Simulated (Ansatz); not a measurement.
# H_Br in KBr (Fm-3m): charge-transition levels and formation energies

Wanted: the transition levels of a hydrogen on a lattice site in KBr (Fm-3m), from a cell of 54 host atoms with 1 Br taken out and 1 H put in.

Main program and level: Ansatz 0.2.0; place-levels on PBEsol runs: charge-transition levels and formation energies with image-charge correction and potential alignment at the atomic sites; PAW set soft_1.

## 1. The structure

The cell holds 54 atoms: 27 K, 26 Br and 1 H. Its edges and angles: a = 13.895 Å, b = 13.895 Å, c = 13.895 Å, α = 60.0°, β = 60.0°, γ = 60.0°. It derives from KBr (space group Fm-3m). Nearest the centre at fractional (0.500, 0.500, 0.500): H28 at 0.00 Å, K51 at 3.27 Å, K47 at 3.27 Å, K35 at 3.27 Å, K45 at 3.27 Å, K29 at 3.27 Å, K33 at 3.27 Å, Br10 at 4.63 Å.

Coordinates:

```xyz
54
Lattice="0.0000 9.8249 9.8249 9.8249 0.0000 9.8249 9.8249 9.8249 0.0000" Properties=species:S:1:pos:R:3 pbc="T T T"
K     0.0000    0.0000    0.0000
Br    3.2750    3.2750    3.2750
K     3.2750    3.2750    0.0000
Br    6.5499    6.5499    3.2750
K     6.5499    6.5499    0.0000
Br    9.8249    9.8249    3.2750
K     3.2750    0.0000    3.2750
Br    6.5499    3.2750    6.5499
K     6.5499    3.2750    3.2750
Br    9.8249    6.5499    6.5499
K     9.8249    6.5499    3.2750
Br   13.0999    9.8249    6.5499
K     6.5499    0.0000    6.5499
Br    9.8249    3.2750    9.8249
K     9.8249    3.2750    6.5499
Br   13.0999    6.5499    9.8249
K    13.0999    6.5499    6.5499
Br   16.3748    9.8249    9.8249
K     0.0000    3.2750    3.2750
Br    3.2750    6.5499    6.5499
K     3.2750    6.5499    3.2750
Br    6.5499    9.8249    6.5499
K     6.5499    9.8249    3.2750
Br    9.8249   13.0999    6.5499
K     3.2750    3.2750    6.5499
Br    6.5499    6.5499    9.8249
K     6.5499    6.5499    6.5499
H     9.8249    9.8249    9.8249
K     9.8249    9.8249    6.5499
Br   13.0999   13.0999    9.8249
K     6.5499    3.2750    9.8249
Br    9.8249    6.5499   13.0999
K     9.8249    6.5499    9.8249
Br   13.0999    9.8249   13.0999
K    13.0999    9.8249    9.8249
Br   16.3748   13.0999   13.0999
K     0.0000    6.5499    6.5499
Br    3.2750    9.8249    9.8249
K     3.2750    9.8249    6.5499
Br    6.5499   13.0999    9.8249
K     6.5499   13.0999    6.5499
Br    9.8249   16.3748    9.8249
K     3.2750    6.5499    9.8249
Br    6.5499    9.8249   13.0999
K     6.5499    9.8249    9.8249
Br    9.8249   13.0999   13.0999
K     9.8249   13.0999    9.8249
Br   13.0999   16.3748   13.0999
K     6.5499    6.5499   13.0999
Br    9.8249    9.8249   16.3748
K     9.8249    9.8249   13.0999
Br   13.0999   13.0999   16.3748
K    13.0999   13.0999   13.0999
Br   16.3748   16.3748   16.3748
```

Known beforehand: the electronic dielectric constant, 2.62, and the static one, 5.31, from a response run on this crystal (DFPT, PBEsol) at that run's own cell.

The cell's shortest repeat is 13.9 Å.

## 2. What was run first

Levels follow from differences of total energies between charge states, each relaxed by itself.

Each atom starts 0.05 Å or so off its site in a random direction: a symmetric start keeps its symmetry, and would miss off-centre moves and Jahn–Teller distortions. Forces are taken at one point at (¼, ¼, ¼). The cell holds 1 electron more than the neutral one, with a uniform background that keeps it neutral on the whole. The electron count is odd, so at least one spin is unpaired; this run locks the moment at 1 μB.

The sampling was tested on the host first: at the k-points planned (1x1x1 shifted 0.25 0.25 0.25) its energy lies 0.002 eV an atom from the dense-mesh value, under the bound of 0.02 eV set for this test; that bounds the host's error, not the defect's.

One of the inputs; charge, spin and start change from state to state.

Input file qm1_M1.relax/input.yaml:

```yaml
crystal:
  lattice:
    - [0.0, 3.27496591, 3.27496591]
    - [3.27496591, 0.0, 3.27496591]
    - [3.27496591, 3.27496591, 0.0]
  atoms:
    - { symbol: K, position: [0.0, 0.0, 0.0] }
    - { symbol: Br, position: [0.5, 0.5, 0.5] }
  supercell: [3, 3, 3]
  defects: [{ substitution: { at: 27, symbol: H } }]
total_charge: -1
basis:
  ecutwfc: 420
  xc_grid: 2
hamiltonian:
  xc: pbesol
  pseudopotentials: { kind: paw, azcp: { folder: soft_1 }, xc_functional: pbe }
kpoints:
  mp_grid: { grid: [1, 1, 1], shift: [0.25, 0.25, 0.25] }
magnetization:
  spin_polarized: true
  initial_magnetization: 1
  spin_locking: { lock_magnetization: hard }
scf:
  occupations: { method: fixed }
  max_iter: 80
output:
  forces: true
  charged_corrections: { epsilon: 2.62, static_epsilon: 5.31 }
relax:
  f_tol: 0.02
  max_steps: 80
  random_displacement: { amplitude: 0.05, seed: 2289 }
checkpoint:
  write: "../qm1_M1.relax.run"
  compress: false
  write_wavefunctions: true
  write_every: 100000
```

On the command line:

```
$ ansatz run input.yaml --threads 8 --pin off --max-ram 15073MiB --backend cpu --events-out ev --progress --plain --runs-dir out
```

Defect states can disperse in a cell of this size, so the energy is taken again at a 2×2×2 shifted mesh, on the relaxed structure.

The run of this state that the levels use, under PBEsol:

Input file qm1_M1.point/input.yaml:

```yaml
crystal:
  checkpoint: "../qm1_M1.relax.run"
  host: checkpoint
total_charge: -1
basis:
  ecutwfc: 420
  xc_grid: 2
hamiltonian:
  xc: pbesol
  pseudopotentials: { kind: paw, azcp: { folder: soft_1 }, xc_functional: pbe }
kpoints:
  mp_grid: { grid: [2, 2, 2], shift: [0.5, 0.5, 0.5] }
magnetization:
  spin_polarized: true
  initial_magnetization: 1
  spin_locking: { lock_magnetization: hard }
scf:
  occupations: { method: fermi_dirac, width: 0.01 }
  max_iter: 80
output:
  forces: true
  eigenvalues: true
  charged_corrections:
    epsilon: 2.62
    static_epsilon: 5.31
    defect_position: [0.5, 0.5, 0.5]
  eigenstates: { localisation: true }
  populations: true
  efg: {}
  band_densities: [{ bands: [v1, v1] }, { bands: [c1, c1] }]
  write_density: true
  write_potential: true
  volumetric_format: npy
checkpoint:
  read: "../qm1_M1.relax.run"
  write: "../qm1_M1.point.run"
  compress: false
  write_wavefunctions: false
  write_every: 100000
```

Relaxations under PBEsol at one point at (¼, ¼, ¼); times on 8 threads of Arm Neoverse N1, shared host:

```
charge  moment (μB)  occupations    outcome  steps  largest displacement against the far atoms (Å)     time
    −1            1        fixed  converged      3                                            0.15  2.6 min
     0            0        fixed  converged      3                                            0.16     78 s
    +1            1        fixed  converged      5                                            0.25  4.4 min
```

Single points under PBEsol at a 2×2×2 shifted mesh; times on 8 threads of Arm Neoverse N1, shared host:

```
charge  moment (μB)  occupations    outcome     time
    −1            1  fermi-dirac  converged  6.6 min
     0            0  fermi-dirac  converged  2.7 min
    +1            1  fermi-dirac  converged    6 min
```

Distances (Å) from H28 to the nearest atoms after relaxation with PBEsol:

| charge | moment (μB) | 1. | 2. | 3. | 4. | 5. | 6. |
| --- | --- | --- | --- | --- | --- | --- | --- |
| −1 | 1 | K 3.13 | K 3.13 | K 3.13 | K 3.13 | K 3.13 | K 3.13 |
| 0 | 0 | K 3.11 | K 3.12 | K 3.12 | K 3.13 | K 3.14 | K 3.14 |
| +1 | 1 | K 3.47 | K 3.47 | K 3.50 | K 3.54 | K 3.57 | K 3.57 |

## 3. place-levels, PBEsol

A charged cell interacts with its images and the background, and its potential has another zero than the host's. place-levels removes the first by a point-charge model, screened by the static dielectric constant since the ions have relaxed around the charge, and the second by comparing potentials at atoms far from the defect.

The host is a run of the defect-free crystal in the same cutoffs, grids and k-points, so that basis and sampling errors cancel in part in the differences. The host is run in a cell of 2 atoms on a matching mesh. Its band edges are searched through the zone by a band path, so the gap is smaller than, or equal to, that on the mesh. Chemical potentials are energies per atom of Br (solid Br2 (Cmce)) and H (H2 molecule), run with the same functional and cutoff.

Input file levels.point.yaml:

```yaml
host:
  run: host.point.run
states: [qm1_M1.point.run, q0.point.run, qp1_M1.point.run]
geometry_from:
  qm1_M1.point.run: qm1_M1.relax.run
  q0.point.run: q0.relax.run
  qp1_M1.point.run: qp1_M1.relax.run
chemical_potentials:
  Br:
    energy: -2736.484622
    dataset: "<sha256 of the dataset>"
  H:
    energy: -15.609228
    dataset: "<sha256 of the dataset>"
epsilon: 2.62
static_epsilon: 5.31
vertical:
  - { from: qm1_M1.point.run, to: qm1_M1.point_neutral.run }
  - { from: qp1_M1.point.run, to: qp1_M1.point_neutral.run }
```

On the command line:

```
$ ansatz place-levels levels.point.yaml -- --threads 8 --pin off --max-ram 15073MiB
```

Numbers of over 12 decimals in the logs are rounded to 6 here.

The log of the run:

```text
[... repeated set-up lines and file paths are left out, and long positions are rounded to six places ...]
(+1/0) 0.770 eV above the valence edge, 3.567 eV under the conduction edge
(0/-1) 4.384 eV above the valence edge (+5.045 eV without the band-filling correction), in the conduction band
formation energy of charge +1: +2.516 eV with the Fermi level at the valence edge
formation energy of charge 0: +3.286 eV with the Fermi level at the valence edge
formation energy of charge -1: +7.670 eV with the Fermi level at the valence edge
vertical -1 to 0: no energy, since no alignment is typed
  the change from vertical[0].from (qm1_M1.point.run) to vertical[0].to (qm1_M1.point_neutral.run): by its potential at epsilon 2.62 it stands at 0.999 0.997 0.997, with an rms radius of about 7.9 Å (4.6 4.6 4.6 Å across the planes of the cell's vectors); [...]
vertical +1 to 0: no energy, since no alignment is typed
  the change from vertical[1].from (qp1_M1.point.run) to vertical[1].to (qp1_M1.point_neutral.run): by its potential at epsilon 2.62 it stands at 0.505 0.499 0.499, with an rms radius of about 0.0 Å (0.0 0.0 0.0 Å across the planes of the cell's vectors); [...]
  edges by pbesol, gap 4.338 eV; the host is sampled to repeats of 27.79 Å
  the defect's cells are sampled to repeats of 27.79 Å, like sampling
  charge +1: -112189.6875 eV with its correction of +0.191 eV, at epsilon 5.31, aligned at sites: -0.1257 eV, mean over 21 atomic sites at or beyond 6.95 Å from the defect at [0.5000, 0.5000, 0.5000], with +0.000000 for the charge's moments and without [...]
  charge 0: +0.000 eV for its dipole among its images, +0.000 omitted
  charge -1: -112181.5842 eV with its correction of +0.347 eV, at epsilon 5.31, aligned at sites: -0.0302 eV, mean over 21 atomic sites at or beyond 6.95 Å from the defect at [0.5000, 0.5000, 0.5000], with +0.000000 for the charge's moments and without [...]
  of states[2] (qp1_M1.point.run): its alignment with the host at atomic sites is doubtful: the cell is too small to show whether the defect's potential has decayed: take a larger one
  of states[1] (q0.point.run): its alignment with the host at atomic sites is doubtful: the cell is too small to show whether the defect's potential has decayed: take a larger one
  of states[0] (qm1_M1.point.run): it parts from the run at its places by a charge that spreads by about 4.6 Å along one vector (2 Å or more is wide), by its potential at epsilon 2.62, taken for that of held ions (one typed too small widens it), where the [...]
  of vertical[0].from (qm1_M1.point.run): its moments are held at its close (magnetization.spin_locking), by a field of 0.153 eV a Bohr magneton, and its energy and levels are of the state that this holds: a run that lets them go can end lower; [...]
```

Wall time 0.61 s (8 threads of Arm Neoverse N1, shared host).

Levels between the charges placed, in eV above the valence top:

|  | gap (eV) | (+1/0) | (0/−1) |
| --- | --- | --- | --- |
| PBEsol | 4.34 | 0.77 | 4.38 |

Corrections by state:

| charge | moment (μB) | image terms and alignment (eV) | band filling (eV) | ε used | over the lowest of its charge, as the program ranks them, band filling apart (eV) |
| --- | --- | --- | --- | --- | --- |
| +1 | 1.0 | 0.191 | - | 5.31 | 0.000 |
| 0 | 0.0 | 0.000 | - | - | 0.000 |
| −1 | 1.0 | 0.347 | -0.662 | 5.31 | 0.000 |

The charged structures listed were also run neutral, and place-levels reads from each pair, by the potential or the spins, how wide the charge is by which they differ; that can be the carrier of either run.

```
charge  rms radius (Å)  spread where it is widest against the cell (Å)  wide from (Å)  reading
    +1             0.0                                            0.00           1.96   narrow
    −1             7.9                                            4.59           1.96     wide
```

The neutral runs of these pairs need not share the spin of the lowest neutral state, and very wide values only mean spread over the cell.

From the program's caveats on the states, each cut to its opening words:

- charge +1 (1 μB), 0, −1 (1 μB): its alignment with the host at atomic sites is doubtful: the cell is too small to show whether the defect's potential has decayed: take a larger one
- charge −1 (1 μB): it parts from the run at its places by a charge that spreads by about 4.6 Å along one vector (2 Å or more is wide), by its potential at epsilon 2.62, taken for [...]
- charge −1 (1 μB): a band-filling correction moves a carrier to the host's band edge, which changes its energy by -0.662 eV
- charge −1 (1 μB): its moments are held at its close (magnetization.spin_locking), by a field of 0.153 eV a Bohr magneton, and its energy and levels are of the state that this [...]

The host's formation energy from the elements is -1.741 eV per atom; it sets how far the chemical potentials can move.

Limit set by the element alone; other compounds of these elements are not counted. Chemical potentials from the elements' reference states: Br 0.00 eV, K -3.48 eV, H 0.00 eV. Formation energies (Br-rich), with the Fermi level at the valence top and at the conduction bottom (gap 4.34 eV):

```csv
charge,at valence top (eV),at conduction bottom (eV),correction included (eV)
+1,2.52,6.85,0.19
0,3.29,3.29,0.00
−1,7.67,3.33,-0.31
```

Fermi level (eV), lowest formation energy (eV) and a bar from the least value:
```
     0.00       2.52 
     0.39       2.91 ###############
     0.79       3.29 ##############################
     1.18       3.29 ##############################
     1.58       3.29 ##############################
     1.97       3.29 ##############################
     2.37       3.29 ##############################
     2.76       3.29 ##############################
     3.16       3.29 ##############################
     3.55       3.29 ##############################
     3.94       3.29 ##############################
     4.34       3.29 ##############################
```

Limit set by the element alone; other compounds of these elements are not counted. Chemical potentials from the elements' reference states: K 0.00 eV, Br -3.48 eV, H 0.00 eV. Formation energies (K-rich), with the Fermi level at the valence top and at the conduction bottom (gap 4.34 eV):

```
charge  at valence top (eV)  at conduction bottom (eV)  correction included (eV)
    +1                -0.97                       3.37                      0.19
     0                -0.20                      -0.20                      0.00
    −1                 4.19                      -0.15                     -0.31
```

```csv
Fermi level (eV),lowest formation energy (eV)
0.00,-0.97
0.39,-0.57
0.79,-0.20
1.18,-0.20
1.58,-0.20
1.97,-0.20
2.37,-0.20
2.76,-0.20
3.16,-0.20
3.55,-0.20
3.94,-0.20
4.34,-0.20
```

## 4. The same at the relaxations' own k-points

The relaxations' own energies give the levels at their sampling, for comparison.

Input file levels.relax_mesh.yaml:

```yaml
host:
  run: host.relax.run
states: [qm1_M1.relax.run, q0.relax.run, qp1_M1.relax.run]
chemical_potentials:
  Br:
    energy: -2736.484622
    dataset: "<sha256 of the dataset>"
  H:
    energy: -15.609228
    dataset: "<sha256 of the dataset>"
```

On the command line:

```
$ ansatz place-levels levels.relax_mesh.yaml -- --threads 8 --pin off --max-ram 15073MiB
```

The log of the run:

```text
(+1/0) 0.760 eV above the valence edge, 3.577 eV under the conduction edge
[...]
formation energy of charge +1: +2.510 eV with the Fermi level at the valence edge
formation energy of charge 0: +3.270 eV with the Fermi level at the valence edge
formation energy of charge -1: +7.653 eV with the Fermi level at the valence edge
  edges by pbesol, gap 4.336 eV; the host is sampled to repeats of 13.89 Å
[... the lines on each state left out ...]
```

Elapsed: 0.18 s, on 8 threads.

Levels between neighbouring charges, in eV above the valence top:

|  | gap (eV) | (+1/0) | (0/−1) |
| --- | --- | --- | --- |
| one point at (¼, ¼, ¼) | 4.34 | 0.76 | 4.38 |
| a 2×2×2 shifted mesh | 4.34 | 0.77 | 4.38 |

Going from one point at (¼, ¼, ¼) to a 2×2×2 shifted mesh moves the levels that carry no band-filling term by up to 0.01 eV and formation energies against the elements by up to 0.02 eV; band-filling terms, which differ between samplings, are in these energies.

## 5. Results

```
gap of the host                                                          : 4.34 eV (PBEsol)
level (plus 1/0)                                                         : 0.77 eV above the valence top
level (0/minus 1)                                                        : 4.38 eV above the valence top, past the conduction bottom (5.05 eV above the valence top without the band-filling term)
lowest of the charges placed, just above the valence top (0.02 eV)       : +1
lowest of the charges placed, just below the conduction bottom (0.02 eV) : 0
lowest formation energy at mid-gap of the charges run, Br-rich           : 3.29 eV
lowest formation energy at mid-gap of the charges run, K-rich            : -0.20 eV
```

Of the charges placed (−1, 0 and +1), the lowest changes at 0.77 eV (+1/0) above the valence top, in a gap of 4.34 eV. Charges above +1 were not placed, so these runs say nothing of levels that involve them. States placed: +1 at 1 μB; 0 at 0 μB; −1 at 1 μB. Other spin states or structures, where not listed, weren't placed. The program finds carriers beyond a band edge of the host and adds a band-filling term at charge −1 (-0.66 eV); steps to such a charge show no bound level, and a defect level inside a band would be read the same way. H is taken at its element; compounds, which aren't counted here, bound the chemical potentials and would shift these formation energies. The lowest formation energy (K-rich) is negative across the gap, so the defect would form by itself: these chemical potentials lie beyond what competing compounds allow, or the host is unstable against it. Going from one point at (¼, ¼, ¼) to a 2×2×2 shifted mesh moves the levels that carry no band-filling term by up to 0.01 eV and formation energies against the elements by up to 0.02 eV; band-filling terms, which differ between samplings, are in these energies. The program doubts the alignment of potentials for at least one state, a sign that the cell is small. Limits: PBEsol makes the gap too small and tends to spread out bound carriers.

[Logs are printed without paths, hosts, clocks, repeated set-up lines and the standing remarks that a program may print on its own settings, such as how far it seeks lower states.]

[Hosts, paths, dates, database ids (printed as entryN), source tags and the programs' standing remarks are cut or masked in the printed files.]

[Where a table of states has a column of steps, it counts the stored structures, which are thinned; the runs took as many ionic steps or more.]

[A defect's name tells the site on which it was built; relaxed atoms can leave that site.]

[For some hosts the program warned that the k-mesh of the response run may be too coarse for force constants and the static dielectric constant; such warnings are not shown here.]
